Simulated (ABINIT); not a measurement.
# Converging GW for Diamond (Fd-3m, 2 atoms a cell) in ABINIT, part 2 of 2

Wanted: a converged G0W0 gap of Diamond (Fd-3m, 2 atoms a cell), or an estimate of the limit.

ABINIT 10.8.3; LDA and many-body steps on it, plane waves. Known limits of the many-body steps: not at the basis limit; coarse k mesh.

So far. Step 3 (Screening, 6×6×6 mesh, 61 bands, screening to 203.5 eV): Local fields lower ε∞ by 7 %. On a Γ-centred mesh this coarse the value itself is usually too large, while a short band sum pulls it down. Step 4 (61 bands, 203.5 eV): The gap on the mesh goes from 4.16 eV to 5.61 eV, a correction of +1.45 eV.

### 6. 90 bands, 269.4 eV

This step: G0W0 on LDA, plane waves, norm-conserving pseudopotentials.

run.abi reads:

```
acell 3*1.0 Angstrom
rprim 
  -0.000000000000 1.783370000000 1.783370000000
  1.783370000000 -0.000000000000 1.783370000000
  1.783370000000 1.783370000000 0.000000000000
ntypat 1
znucl 6
natom 2
typat 1 1
xred 
  0.000000000000 0.000000000000 -0.000000000000
  0.250000000000 0.250000000000 0.250000000000
pp_dirpath "pseudos"
pseudos "C.upf"
ecut 37
ngkpt 6 6 6
nshiftk 1
shiftk 0 0 0
kptopt 1
chksymbreak 0
istwfk *1
occopt 1
irdwfk 1
optdriver 4
nband 90
gwcalctyp 0
ecutsigx 37
symsigma 1
nkptgw 4
kptgw 
  0.0000000000 0.0000000000 0.0000000000
  0.3333333333 0.3333333333 0.0000000000
  0.5000000000 0.0000000000 0.0000000000
  0.5000000000 0.5000000000 0.0000000000
bdgw 
  2 7
  3 6
  3 6
  3 6
ecuteps 9.9
irdscr 1
ppmodel 1
indata_prefix "in"
outdata_prefix "out"
tmpdata_prefix "tmp"
```

Launch:

```
OMP_NUM_THREADS=1 mpirun -n 4 abinit run.abi > log
```

Log:

```text
.Version 10.8.3 of ABINIT. v10.8.2 released Aug 2026.

 Symmetries : space group Fd -3 m (#227); Bravais cF (face-center cubic)
[... echo of the input left out ...]
== DATASET  1 ==================================================================
-   mpi_nproc: 4, omp_nthreads: 1 (-1 if OMP is not activated)

--- !DatasetInfo
iteration_state: {dtset: 1, }
dimensions: {natom: 2, nkpt: 16, mband: 90, nsppol: 1, nspinor: 1, nspden: 1, mpw: 869, }
cutoff_energies: {ecut:  37.0, pawecutdg:  -1.0, }
electrons: {nelect:   8.00000000E+00, charge:   0.00000000E+00, occopt:   1.00000000E+00, tsmear:   1.00000000E-02, }

 SIGMA: Calculation of the GW corrections

 Based on a program developped by R.W. Godby, V. Olevano, G. Onida, and L. Reining.
 Incorporated in ABINIT by V. Olevano, G.-M. Rignanese, and M. Torrent.
.Using double precision arithmetic ; gwpc =  8

[... cell and pseudopotentials left out ...]
--------------------------------------------------------------------------------

 ==== K-mesh for the wavefunctions ====
 Number of points in the irreducible wedge :    16
[... list of points left out ...]
 Together with 48 symmetry operations and time-reversal symmetry
 yields   216 points in the full Brillouin Zone.

 ==== Q-mesh for screening function ====
 Number of points in the irreducible wedge :    16
[... list of points left out ...]
 Together with 48 symmetry operations and time-reversal symmetry
 yields   216 points in the full Brillouin Zone.

 vcoul_init : cutoff-mode = AUXILIARY_FUNCTION
 q-points for optical limit:   1
     1)      0.000010    0.000020    0.000030
 setmesh: FFT mesh size selected  =    32x   32x   32
          total number of points  =        32768

 Number of electrons calculated from density =    8.0000; Expected =    8.0000
[...]
matrix elements of self-energy operator (all in [eV])

 Perturbative Calculation

--- !SelfEnergy_ee
iteration_state: {dtset: 1, }
kpoint     : [   0.000,    0.000,    0.000, ]
spin       : 1
KS_gap     :    5.561
QP_gap     :    7.394
Delta_QP_KS:    1.833
data: !SigmaeeData |
     Band     E0 <VxcDFT>   SigX SigC(E0)      Z dSigC/dE  Sig(E)    E-E0       E
        2  10.035 -16.825 -19.311   1.462   0.829  -0.206 -17.673  -0.849   9.186
        3  10.035 -16.825 -19.311   1.462   0.829  -0.206 -17.673  -0.849   9.186
        4  10.035 -16.825 -19.311   1.462   0.829  -0.206 -17.673  -0.849   9.186
[...]
--- !SelfEnergy_ee
iteration_state: {dtset: 1, }
kpoint     : [   0.333,    0.333,    0.000, ]
spin       : 1
KS_gap     :    9.488
QP_gap     :   11.262
Delta_QP_KS:    1.774
data: !SigmaeeData |
     Band     E0 <VxcDFT>   SigX SigC(E0)      Z dSigC/dE  Sig(E)    E-E0       E
[...]
--- !SelfEnergy_ee
iteration_state: {dtset: 1, }
kpoint     : [   0.500,    0.000,    0.000, ]
spin       : 1
KS_gap     :   11.232
QP_gap     :   13.335
Delta_QP_KS:    2.104
data: !SigmaeeData |
     Band     E0 <VxcDFT>   SigX SigC(E0)      Z dSigC/dE  Sig(E)    E-E0       E
[...]
--- !SelfEnergy_ee
iteration_state: {dtset: 1, }
kpoint     : [   0.500,    0.500,    0.000, ]
spin       : 1
KS_gap     :   11.077
QP_gap     :   12.874
Delta_QP_KS:    1.798
data: !SigmaeeData |
     Band     E0 <VxcDFT>   SigX SigC(E0)      Z dSigC/dE  Sig(E)    E-E0       E
[...]
5  14.795 -13.770  -8.046  -4.987   0.843  -0.187 -13.148   0.622  15.417
        6  14.795 -13.770  -8.046  -4.987   0.843  -0.187 -13.148   0.622  15.417

== END DATASET(S) ==============================================================
================================================================================

 -outvars: echo values of variables after computation  --------
           etotal      0.0000000000E+00
            nband          90
             nkpt          16
          spgroup         227
 [... the other variables as echoed above ...]

 Calculation completed.
```

Elapsed: 9.7 s, on 4 MPI ranks of Arm Neoverse V1, shared host; peak memory 0.54 GiB; 38 s of CPU time.

Numbers from this step:

```yaml
g0w0_gap_on_the_mesh: 5.67 eV
starting_gap_on_the_mesh: 4.162 eV
k_of_the_valence_top: 0, 0, 0
k_of_the_conduction_bottom: 0.3333, 0.3333, 0
z_at_the_valence_top: 0.829
z_at_the_conduction_bottom: 0.839
least_direct_g0w0_gap_on_the_computed_points: 7.394 eV
```

Against G0W0 in ABINIT (6×6×6 mesh, 61 bands, screening to 203.5 eV, Godby-Needs plasmon pole), the gap moves by +0.059 eV.

### 7. Screening, 6×6×6 mesh, 137 bands, screening to 359.2 eV

This step: RPA screening on LDA, plane waves, norm-conserving pseudopotentials.

run.abi, as its differences from that of step 6:

```diff
@@ -23,21 +23,8 @@
 irdwfk 1
-optdriver 4
-nband 90
-gwcalctyp 0
-ecutsigx 37
-symsigma 1
-nkptgw 4
-kptgw 
-  0.0000000000 0.0000000000 0.0000000000
-  0.3333333333 0.3333333333 0.0000000000
-  0.5000000000 0.0000000000 0.0000000000
-  0.5000000000 0.5000000000 0.0000000000
-bdgw 
-  2 7
-  3 6
-  3 6
-  3 6
-ecuteps 9.9
-irdscr 1
-ppmodel 1
+optdriver 3
+nband 137
+ecuteps 13.2
+inclvkb 2
+awtr 1
+symchi 1
 indata_prefix "in"
```

Log:

```text
.Version 10.8.3 of ABINIT. v10.8.2 released Aug 2026.

 Symmetries : space group Fd -3 m (#227); Bravais cF (face-center cubic)
[... echo of the input left out ...]
== DATASET  1 ==================================================================
-   mpi_nproc: 4, omp_nthreads: 1 (-1 if OMP is not activated)

--- !DatasetInfo
iteration_state: {dtset: 1, }
dimensions: {natom: 2, nkpt: 16, mband: 137, nsppol: 1, nspinor: 1, nspden: 1, mpw: 869, }
cutoff_energies: {ecut:  37.0, pawecutdg:  -1.0, }
[...]
--------------------------------------------------------------------------------
[... chi0 elements left out ...]
 For q-point:  0.000010 0.000020 0.000030
  dielectric constant =   5.7781
  dielectric constant without local fields =   6.2261

  Average fulfillment of the sum rule on Im[epsilon] for q-point    1 :     97.19  [%]
[... wings left out ...]
  q-point number  2        q = ( 0.166667, 0.000000, 0.000000) [r.l.u.]
--------------------------------------------------------------------------------
[... chi0 elements left out ...]
  Average fulfillment of the sum rule on Im[epsilon] for q-point    2 :    100.28  [%]

 [... 14 further q-points ...]
```

It took 56 s on 4 MPI ranks; peak memory 0.88 GiB.

Numbers from this step:

- ε∞ with local fields, on this mesh, along the program's q direction: 5.778
- the same without local fields: 6.226
- plasma frequency: 31.18 eV
- plane waves in the screening matrix: 169

### 8. 137 bands, 359.2 eV

This step: G0W0 on LDA, plane waves, norm-conserving pseudopotentials.

run.abi, as its differences from that of step 7:

```diff
@@ -23,8 +23,21 @@
 irdwfk 1
-optdriver 3
+optdriver 4
 nband 137
+gwcalctyp 0
+ecutsigx 37
+symsigma 1
+nkptgw 4
+kptgw 
+  0.0000000000 0.0000000000 0.0000000000
+  0.3333333333 0.3333333333 0.0000000000
+  0.5000000000 0.0000000000 0.0000000000
+  0.5000000000 0.5000000000 0.0000000000
+bdgw 
+  2 7
+  3 6
+  3 6
+  3 6
 ecuteps 13.2
-inclvkb 2
-awtr 1
-symchi 1
+irdscr 1
+ppmodel 1
 indata_prefix "in"
```

Log:

```text
.Version 10.8.3 of ABINIT. v10.8.2 released Aug 2026.

 Symmetries : space group Fd -3 m (#227); Bravais cF (face-center cubic)
[... echo of the input left out ...]
== DATASET  1 ==================================================================
-   mpi_nproc: 4, omp_nthreads: 1 (-1 if OMP is not activated)

--- !DatasetInfo
iteration_state: {dtset: 1, }
dimensions: {natom: 2, nkpt: 16, mband: 137, nsppol: 1, nspinor: 1, nspden: 1, mpw: 869, }
cutoff_energies: {ecut:  37.0, pawecutdg:  -1.0, }
[...]
Band     E0 <VxcDFT>   SigX SigC(E0)      Z dSigC/dE  Sig(E)    E-E0       E
[...]
5  14.795 -13.770  -8.046  -5.050   0.843  -0.187 -13.201   0.569  15.364
        6  14.795 -13.770  -8.046  -5.050   0.843  -0.187 -13.201   0.569  15.364

== END DATASET(S) ==============================================================
================================================================================

 -outvars: echo values of variables after computation  --------
           etotal      0.0000000000E+00
            nband         137
             nkpt          16
          spgroup         227
 [... the other variables as echoed above ...]

 Calculation completed.
```

The job ended after 30 s (4 MPI ranks; peak memory 0.94 GiB).

This step gave:

* G0W0 gap on the mesh: 5.700 eV
* starting gap on the mesh: 4.162 eV
* k of the valence top: 0, 0, 0
* k of the conduction bottom: 0.3333, 0.3333, 0
* least direct G0W0 gap on the computed points: 7.411 eV

Against G0W0 in ABINIT (6×6×6 mesh, 90 bands, screening to 269.4 eV, Godby-Needs plasmon pole), the gap moves by +0.030 eV.

### 9. Screening, 6×6×6 mesh, 202 bands, screening to 466.9 eV

This step: RPA screening on LDA, plane waves, norm-conserving pseudopotentials.

run.abi, as its differences from that of step 8:

```diff
@@ -23,21 +23,8 @@
 irdwfk 1
-optdriver 4
-nband 137
-gwcalctyp 0
-ecutsigx 37
-symsigma 1
-nkptgw 4
-kptgw 
-  0.0000000000 0.0000000000 0.0000000000
-  0.3333333333 0.3333333333 0.0000000000
-  0.5000000000 0.0000000000 0.0000000000
-  0.5000000000 0.5000000000 0.0000000000
-bdgw 
-  2 7
-  3 6
-  3 6
-  3 6
-ecuteps 13.2
-irdscr 1
-ppmodel 1
+optdriver 3
+nband 202
+ecuteps 17.16
+inclvkb 2
+awtr 1
+symchi 1
 indata_prefix "in"
```

Log:

```text
.Version 10.8.3 of ABINIT. v10.8.2 released Aug 2026.

 Symmetries : space group Fd -3 m (#227); Bravais cF (face-center cubic)
[... echo of the input left out ...]
== DATASET  1 ==================================================================
-   mpi_nproc: 4, omp_nthreads: 1 (-1 if OMP is not activated)

--- !DatasetInfo
iteration_state: {dtset: 1, }
dimensions: {natom: 2, nkpt: 16, mband: 202, nsppol: 1, nspinor: 1, nspden: 1, mpw: 869, }
cutoff_energies: {ecut:  37.0, pawecutdg:  -1.0, }
[...]
--------------------------------------------------------------------------------
[... chi0 elements left out ...]
 For q-point:  0.000010 0.000020 0.000030
  dielectric constant =   5.7736
  dielectric constant without local fields =   6.2262

  Average fulfillment of the sum rule on Im[epsilon] for q-point    1 :     99.08  [%]
[... wings left out ...]
  q-point number  2        q = ( 0.166667, 0.000000, 0.000000) [r.l.u.]
--------------------------------------------------------------------------------
[... chi0 elements left out ...]
  Average fulfillment of the sum rule on Im[epsilon] for q-point    2 :    100.86  [%]

 [... 14 further q-points ...]
```

Run time: 1.9 min. Hardware: 4 MPI ranks; peak memory 1.2 GiB.

This step gave:

```
ε∞ with local fields, on this mesh, along the program's q direction : 5.774
the same without local fields                                       : 6.226
plasma frequency                                                    : 31.18 eV
plane waves in the screening matrix                                 : 259
```

### 10. 202 bands, 466.9 eV

This step: G0W0 on LDA, plane waves, norm-conserving pseudopotentials.

run.abi, as its differences from that of step 9:

```diff
@@ -23,8 +23,21 @@
 irdwfk 1
-optdriver 3
+optdriver 4
 nband 202
+gwcalctyp 0
+ecutsigx 37
+symsigma 1
+nkptgw 4
+kptgw 
+  0.0000000000 0.0000000000 0.0000000000
+  0.3333333333 0.3333333333 0.0000000000
+  0.5000000000 0.0000000000 0.0000000000
+  0.5000000000 0.5000000000 0.0000000000
+bdgw 
+  2 7
+  3 6
+  3 6
+  3 6
 ecuteps 17.16
-inclvkb 2
-awtr 1
-symchi 1
+irdscr 1
+ppmodel 1
 indata_prefix "in"
```

Log:

```text
.Version 10.8.3 of ABINIT. v10.8.2 released Aug 2026.

 Symmetries : space group Fd -3 m (#227); Bravais cF (face-center cubic)
[... echo of the input left out ...]
== DATASET  1 ==================================================================
-   mpi_nproc: 4, omp_nthreads: 1 (-1 if OMP is not activated)

--- !DatasetInfo
iteration_state: {dtset: 1, }
dimensions: {natom: 2, nkpt: 16, mband: 202, nsppol: 1, nspinor: 1, nspden: 1, mpw: 869, }
cutoff_energies: {ecut:  37.0, pawecutdg:  -1.0, }
[...]
Band     E0 <VxcDFT>   SigX SigC(E0)      Z dSigC/dE  Sig(E)    E-E0       E
[...]
5  14.795 -13.770  -8.046  -5.083   0.842  -0.187 -13.230   0.541  15.335
        6  14.795 -13.770  -8.046  -5.083   0.842  -0.187 -13.230   0.541  15.335

== END DATASET(S) ==============================================================
================================================================================

 -outvars: echo values of variables after computation  --------
           etotal      0.0000000000E+00
            nband         202
             nkpt          16
          spgroup         227
 [... the other variables as echoed above ...]

 Calculation completed.
```

Elapsed: 89 s, on 4 MPI ranks; peak memory 1.3 GiB.

Numbers from this step:

```yaml
g0w0_gap_on_the_mesh: 5.716 eV
starting_gap_on_the_mesh: 4.162 eV
k_of_the_valence_top: 0, 0, 0
k_of_the_conduction_bottom: 0.3333, 0.3333, 0
least_direct_g0w0_gap_on_the_computed_points: 7.420 eV
```

Against G0W0 in ABINIT (6×6×6 mesh, 137 bands, screening to 359.2 eV, Godby-Needs plasmon pole), the gap moves by +0.016 eV.

### 11. Screening, 6×6×6 mesh, 291 bands, screening to 598.7 eV

This step: RPA screening on LDA, plane waves, norm-conserving pseudopotentials.

run.abi, as its differences from that of step 10:

```diff
@@ -23,21 +23,8 @@
 irdwfk 1
-optdriver 4
-nband 202
-gwcalctyp 0
-ecutsigx 37
-symsigma 1
-nkptgw 4
-kptgw 
-  0.0000000000 0.0000000000 0.0000000000
-  0.3333333333 0.3333333333 0.0000000000
-  0.5000000000 0.0000000000 0.0000000000
-  0.5000000000 0.5000000000 0.0000000000
-bdgw 
-  2 7
-  3 6
-  3 6
-  3 6
-ecuteps 17.16
-irdscr 1
-ppmodel 1
+optdriver 3
+nband 291
+ecuteps 22
+inclvkb 2
+awtr 1
+symchi 1
 indata_prefix "in"
```

Log:

```text
.Version 10.8.3 of ABINIT. v10.8.2 released Aug 2026.

 Symmetries : space group Fd -3 m (#227); Bravais cF (face-center cubic)
[... echo of the input left out ...]
== DATASET  1 ==================================================================
-   mpi_nproc: 4, omp_nthreads: 1 (-1 if OMP is not activated)

--- !DatasetInfo
iteration_state: {dtset: 1, }
dimensions: {natom: 2, nkpt: 16, mband: 291, nsppol: 1, nspinor: 1, nspden: 1, mpw: 869, }
cutoff_energies: {ecut:  37.0, pawecutdg:  -1.0, }
[...]
--------------------------------------------------------------------------------
[... chi0 elements left out ...]
 For q-point:  0.000010 0.000020 0.000030
  dielectric constant =   5.7727
  dielectric constant without local fields =   6.2262

  Average fulfillment of the sum rule on Im[epsilon] for q-point    1 :    100.10  [%]
[... wings left out ...]
  q-point number  2        q = ( 0.166667, 0.000000, 0.000000) [r.l.u.]
--------------------------------------------------------------------------------
[... chi0 elements left out ...]
  Average fulfillment of the sum rule on Im[epsilon] for q-point    2 :    101.24  [%]

 [... 14 further q-points ...]
```

It took 3.4 min on 4 MPI ranks; peak memory 1.6 GiB; 14 min of CPU time.

This step gave:

```
ε∞ with local fields, on this mesh, along the program's q direction : 5.773
the same without local fields                                       : 6.226
plasma frequency                                                    : 31.18 eV
plane waves in the screening matrix                                 : 339
```

### 12. 291 bands, 598.7 eV

This step: G0W0 on LDA, plane waves, norm-conserving pseudopotentials.

run.abi, as its differences from that of step 11:

```diff
@@ -23,8 +23,21 @@
 irdwfk 1
-optdriver 3
+optdriver 4
 nband 291
+gwcalctyp 0
+ecutsigx 37
+symsigma 1
+nkptgw 4
+kptgw 
+  0.0000000000 0.0000000000 0.0000000000
+  0.3333333333 0.3333333333 0.0000000000
+  0.5000000000 0.0000000000 0.0000000000
+  0.5000000000 0.5000000000 0.0000000000
+bdgw 
+  2 7
+  3 6
+  3 6
+  3 6
 ecuteps 22
-inclvkb 2
-awtr 1
-symchi 1
+irdscr 1
+ppmodel 1
 indata_prefix "in"
```

Log:

```text
.Version 10.8.3 of ABINIT. v10.8.2 released Aug 2026.

 Symmetries : space group Fd -3 m (#227); Bravais cF (face-center cubic)
[... echo of the input left out ...]
== DATASET  1 ==================================================================
-   mpi_nproc: 4, omp_nthreads: 1 (-1 if OMP is not activated)

--- !DatasetInfo
iteration_state: {dtset: 1, }
dimensions: {natom: 2, nkpt: 16, mband: 291, nsppol: 1, nspinor: 1, nspden: 1, mpw: 869, }
cutoff_energies: {ecut:  37.0, pawecutdg:  -1.0, }
[...]
Band     E0 <VxcDFT>   SigX SigC(E0)      Z dSigC/dE  Sig(E)    E-E0       E
[...]
5  14.795 -13.770  -8.046  -5.102   0.842  -0.187 -13.245   0.525  15.320
        6  14.795 -13.770  -8.046  -5.102   0.842  -0.187 -13.245   0.525  15.320

== END DATASET(S) ==============================================================
================================================================================

 -outvars: echo values of variables after computation  --------
           etotal      0.0000000000E+00
            nband         291
             nkpt          16
          spgroup         227
 [... the other variables as echoed above ...]

 Calculation completed.
```

Wall time 3.6 min (4 MPI ranks); peak memory 1.8 GiB.

Numbers from this step:

| Quantity | Value |
| --- | --- |
| G0W0 gap on the mesh | 5.725 eV |
| starting gap on the mesh | 4.162 eV |
| k of the valence top | 0, 0, 0 |
| k of the conduction bottom | 0.3333, 0.3333, 0 |
| least direct G0W0 gap on the computed points | 7.424 eV |

Against G0W0 in ABINIT (6×6×6 mesh, 202 bands, screening to 466.9 eV, Godby-Needs plasmon pole), the gap moves by +0.009 eV.

### 13. The runs together

Times are wall times on 4 MPI ranks of Arm Neoverse V1, shared host, good to a factor of about two. A run's time includes the screening step that it read.

```
                run   mesh  bands  screening cutoff (eV)  DFT gap (eV)  gap on the mesh (eV)  direct (eV)  ε∞ used     time
 61 bands, 203.5 eV  6×6×6     61                  203.5         4.162                 5.611        7.342     5.80     13 s
 90 bands, 269.4 eV  6×6×6     90                  269.4         4.162                 5.670        7.394     5.78     25 s
137 bands, 359.2 eV  6×6×6    137                  359.2         4.162                 5.700        7.411     5.78     86 s
202 bands, 466.9 eV  6×6×6    202                  466.9         4.162                 5.716        7.420     5.77  3.4 min
291 bands, 598.7 eV  6×6×6    291                  598.7         4.162                 5.725        7.424     5.77    7 min
```

### 14. Results

```yaml
61_bands_203p5_ev: 5.611 eV
90_bands_269p4_ev: 5.670 eV
137_bands_359p2_ev: 5.700 eV
202_bands_466p9_ev: 5.716 eV
291_bands_598p7_ev: 5.725 eV
known_limits: not at the basis limit; coarse k mesh
```

In words: From the first rung to the last the gap moves by +0.11 eV for 33 times the time. The 6×6×6 mesh is coarse for this cell, which bears on the long-range parts of exchange and screening.

[Paths, hosts, dates, memory and timing lines, banners, echoed tables and standing remarks are left out of the program output.]

[Logs are printed without paths, hosts, clocks, repeated set-up lines and the standing remarks that a program may print on its own settings, such as how far it seeks lower states.]

[Runs of the session that timed out or met a known fault of the program may be left out.]

[Hosts, paths, dates, database ids (printed as entryN), source tags and the programs' standing remarks are cut or masked in the printed files.]

[G0W0 gaps are taken among the corrected bands and points alone; a level outside them can change the order at an edge.]

[Where Ansatz stands beside ABINIT at settings called matched, ABINIT's density can come from a denser mesh and the files from another edition; pairs whose starting gaps differed by over 0.03 eV were left out, so agreement reads better than it is.]
